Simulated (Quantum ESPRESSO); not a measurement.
**LiH (Fm-3m): how pressure shifts the optical phonon**

By how much does an optical zone-centre mode of LiH (Fm-3m) shift under hydrostatic pressure?

Method: DFT LDA, scalar-relativistic, plane waves, PseudoDojo norm-conserving pseudopotentials, in Quantum ESPRESSO 7.5.

The database entry behind the starting cell differs from later determinations by our own check (the deuteride, about 0.2 % short), so it need not match the best structure at ambient conditions.

## (1) The relaxed structure

It takes space group Fm-3m (No. 225, cubic). Conventional cell: a = 3.909 Å, b = 3.909 Å, c = 3.909 Å, α = 90.00°, β = 90.00°, γ = 90.00°. Nearest to Li lie 6 H at 1.95 Å. Nearest to H lie 6 Li at 1.95 Å. Farther neighbours are not listed.

This is the cell after its relaxation at this level of theory, not the database cell from which that began.

## (2) Runs at several volumes

The relaxed cell is scaled uniformly; in this structure symmetry fixes all atoms, so nothing has to be relaxed anew. Each volume gets a ground state and a response at Γ. The mode followed is the highest one without the macroscopic field, of symmetry T1u; longitudinal polar modes lie higher. Cutoff 81 Ry, k mesh 12×12×12.

From the response at V/V₀ = 0.94:

The log of the run:

```text
[banners, grids, parts of the stress and lines that vanish by symmetry left out]
Program PHONON v.7.5
     Reading xml data from directory:

[...]
Exchange-correlation= PW
                           (   1   4   0   0   0   0   0)
[...]
kinetic-energy cut-off    =      81.0000  Ry
     charge density cut-off    =     324.0000  Ry
     convergence threshold     =      1.0E-18
[...]
Exchange-correlation= PW
                           (   1   4   0   0   0   0   0)
[...]
q = (   0.0000000   0.0000000   0.0000000 )
     49 Sym.Ops. (with q -> -q+G )
     G cutoff =  429.7972  (   9377 G-vectors)     FFT grid: ( 30, 30, 30)
     number of k points=    72
[...]
Mode symmetry, O_h (m-3m)  point group:
[...]
Dielectric constant
[...]
End of electric fields calculation
          Dielectric constant in cartesian axis
          (       5.191388547       0.000000000       0.000000000 )
          (       0.000000000       5.191388547       0.000000000 )
          (      -0.000000000      -0.000000000       5.191388547 )
          Effective charges (d Force / dE) in cartesian axis without acoustic sum rule applied (asr)
           atom    1  Li    Mean Z*:        1.02355
      Ex  (        1.02355        0.00000        0.00000 )
      Ey  (        0.00000        1.02355        0.00000 )
      Ez  (        0.00000        0.00000        1.02355 )
           atom    2  H     Mean Z*:       -1.02479
      Ex  (       -1.02479        0.00000        0.00000 )
      Ey  (        0.00000       -1.02479       -0.00000 )
      Ez  (        0.00000       -0.00000       -1.02479 )
          Effective charges Sum: Mean:       -0.00123
[...]
Effective charges (d Force / dE) in cartesian axis with asr applied:
           atom    1  Li    Mean Z*:        1.02417
[...]
atom    2  H     Mean Z*:       -1.02417
[...]
Representation #   1 modes #   1   2   3
[...]
End of self-consistent calculation
     Convergence has been achieved
     Representation #   2 modes #   4   5   6
[...]
End of self-consistent calculation
     Convergence has been achieved
[...]
Dielectric constant in cartesian axis
          (       5.191388547       0.000000000       0.000000000 )
          (       0.000000000       5.191388547       0.000000000 )
          (      -0.000000000      -0.000000000       5.191388547 )
          Effective charges (d Force / dE) in cartesian axis without acoustic sum rule applied (asr)
           atom    1  Li    Mean Z*:        1.02355
      Ex  (        1.02355        0.00000        0.00000 )
      Ey  (        0.00000        1.02355        0.00000 )
      Ez  (        0.00000        0.00000        1.02355 )
           atom    2  H     Mean Z*:       -1.02479
      Ex  (       -1.02479        0.00000        0.00000 )
      Ey  (        0.00000       -1.02479       -0.00000 )
      Ez  (        0.00000       -0.00000       -1.02479 )
          Effective charges Sum: Mean:       -0.00123
[...]
Effective charges (d Force / dE) in cartesian axis with asr applied:
           atom    1  Li    Mean Z*:        1.02417
[...]
atom    2  H     Mean Z*:       -1.02417
[...]
q = (    0.000000000   0.000000000   0.000000000 )
[...]
freq (    1) =       0.031505 [THz] =       1.050898 [cm-1]
     freq (    2) =       0.031505 [THz] =       1.050898 [cm-1]
     freq (    3) =       0.031505 [THz] =       1.050898 [cm-1]
     freq (    4) =      21.230526 [THz] =     708.174135 [cm-1]
     freq (    5) =      21.230526 [THz] =     708.174135 [cm-1]
     freq (    6) =      21.230526 [THz] =     708.174135 [cm-1]
[...]
Mode symmetry, O_h (m-3m)  point group:
     freq (   1-   3) =          1.1  [cm-1]   --> T_1u G_15  G_4- I
     freq (   4-   6) =        708.2  [cm-1]   --> T_1u G_15  G_4- I

   JOB DONE.
```

One volume, V/V₀ = 1, is held back as a test.

```
V/V₀  volume (Å³/atom)  pressure (GPa)   ω (cm⁻¹)
0.94             7.020            2.79     708.17
0.97             7.244            1.30     677.21
   1             7.468            0.00  held back
1.03             7.692           -1.15     618.35
1.06             7.916           -2.15     590.25
```

## (3) The fit

The mode Grüneisen parameter is γ = −d ln ω / d ln V.

```
ln(V/V₀)    ln ω
 -0.0619  6.5627
 -0.0305  6.5180
  0.0296  6.4271
  0.0583  6.3805
```

A straight line through these points has the slope -1.515, so γ = 1.52; at V/V₀ = 1 it predicts ω = exp(6.4704 + 0.0000) = 645.72 cm⁻¹.

A parabola of pressure against ln V through V/V₀ = 0.97, 1 and 1.03 gives the bulk modulus B = −dP/d ln V = 41 GPa at V₀. With ω₀ from the fitted line the pressure coefficient follows as dω/dP = γ ω₀ / B = 1.52 × 645.7 / 41 = 24.1 cm⁻¹/GPa.

## (4) The run that was held back

The log of the run:

```text
[banners, grids, parts of the stress and lines that vanish by symmetry left out]
[banner, memory and clock lines left out]
Program PHONON v.7.5

[...]
Exchange-correlation= PW
                           (   1   4   0   0   0   0   0)
[...]
kinetic-energy cut-off    =      81.0000  Ry
     charge density cut-off    =     324.0000  Ry
     convergence threshold     =      1.0E-18
[...]
Exchange-correlation= PW
                           (   1   4   0   0   0   0   0)
[...]
q = (   0.0000000   0.0000000   0.0000000 )
     49 Sym.Ops. (with q -> -q+G )
     G cutoff =  447.8972  (   9841 G-vectors)     FFT grid: ( 30, 30, 30)
     number of k points=    72
[...]
Mode symmetry, O_h (m-3m)  point group:
[...]
Dielectric constant
[...]
End of electric fields calculation
          Dielectric constant in cartesian axis
          (       5.009663328       0.000000000       0.000000000 )
          (       0.000000000       5.009663328      -0.000000000 )
          (       0.000000000      -0.000000000       5.009663328 )
          Effective charges (d Force / dE) in cartesian axis without acoustic sum rule applied (asr)
           atom    1  Li    Mean Z*:        1.02662
      Ex  (        1.02662        0.00000        0.00000 )
      Ey  (        0.00000        1.02662       -0.00000 )
      Ez  (        0.00000       -0.00000        1.02662 )
           atom    2  H     Mean Z*:       -1.02747
      Ex  (       -1.02747       -0.00000        0.00000 )
      Ey  (       -0.00000       -1.02747       -0.00000 )
      Ez  (        0.00000       -0.00000       -1.02747 )
[...]
Representation #   1 modes #   1   2   3
[...]
End of self-consistent calculation
     Convergence has been achieved
     Representation #   2 modes #   4   5   6
[...]
End of self-consistent calculation
     Convergence has been achieved
[...]
Dielectric constant in cartesian axis
          (       5.009663328       0.000000000       0.000000000 )
          (       0.000000000       5.009663328      -0.000000000 )
          (       0.000000000      -0.000000000       5.009663328 )
          Effective charges (d Force / dE) in cartesian axis without acoustic sum rule applied (asr)
           atom    1  Li    Mean Z*:        1.02662
      Ex  (        1.02662        0.00000        0.00000 )
      Ey  (        0.00000        1.02662       -0.00000 )
      Ez  (        0.00000       -0.00000        1.02662 )
           atom    2  H     Mean Z*:       -1.02747
      Ex  (       -1.02747       -0.00000        0.00000 )
      Ey  (       -0.00000       -1.02747       -0.00000 )
      Ez  (        0.00000       -0.00000       -1.02747 )
          Effective charges Sum: Mean:       -0.00085
[...]
Effective charges (d Force / dE) in cartesian axis with asr applied:
           atom    1  Li    Mean Z*:        1.02704
[...]
atom    2  H     Mean Z*:       -1.02704
[...]
q = (    0.000000000   0.000000000   0.000000000 )
[...]
freq (    1) =       0.034658 [THz] =       1.156059 [cm-1]
     freq (    2) =       0.034658 [THz] =       1.156059 [cm-1]
     freq (    3) =       0.034658 [THz] =       1.156059 [cm-1]
     freq (    4) =      19.405585 [THz] =     647.300633 [cm-1]
     freq (    5) =      19.405585 [THz] =     647.300633 [cm-1]
     freq (    6) =      19.405585 [THz] =     647.300633 [cm-1]
[...]
Mode symmetry, O_h (m-3m)  point group:
     freq (   1-   3) =          1.2  [cm-1]   --> T_1u G_15  G_4- I
     freq (   4-   6) =        647.3  [cm-1]   --> T_1u G_15  G_4- I
```

It gives 647.30 cm⁻¹ against the predicted 645.72 cm⁻¹, a miss of 2 cm⁻¹.

## (5) Outcome

```json
{
 "mode Grüneisen parameter": "1.515",
 "bulk modulus": "40.7 GPa",
 "pressure coefficient": "24.1 cm⁻¹/GPa"
}
```

**Reading.** The highest optical mode of LiH (Fm-3m) without the LO-TO term stiffens by 24.1 cm⁻¹ a GPa near the relaxed volume, with γ = 1.52. The power law meets all 5 runs within 0.25 %; between neighbouring volumes γ runs from 1.42 to 1.62. Such a coefficient turns a measured shift of this mode into a hydrostatic stress; uniaxial or biaxial stress splits the mode and needs deformation potentials. These are harmonic values at zero temperature for the structure held cubic, which a run at Γ can't show to be stable; the bulk modulus rests on three points.

[Host names and launcher messages were left out of these logs when they were recorded.]

[Logs are printed without paths, hosts, clocks, repeated set-up lines and the standing remarks that a program may print on its own settings, such as how far it seeks lower states.]

[Hosts, paths, dates, database ids (printed as entryN), source tags and the programs' standing remarks are cut or masked in the printed files.]
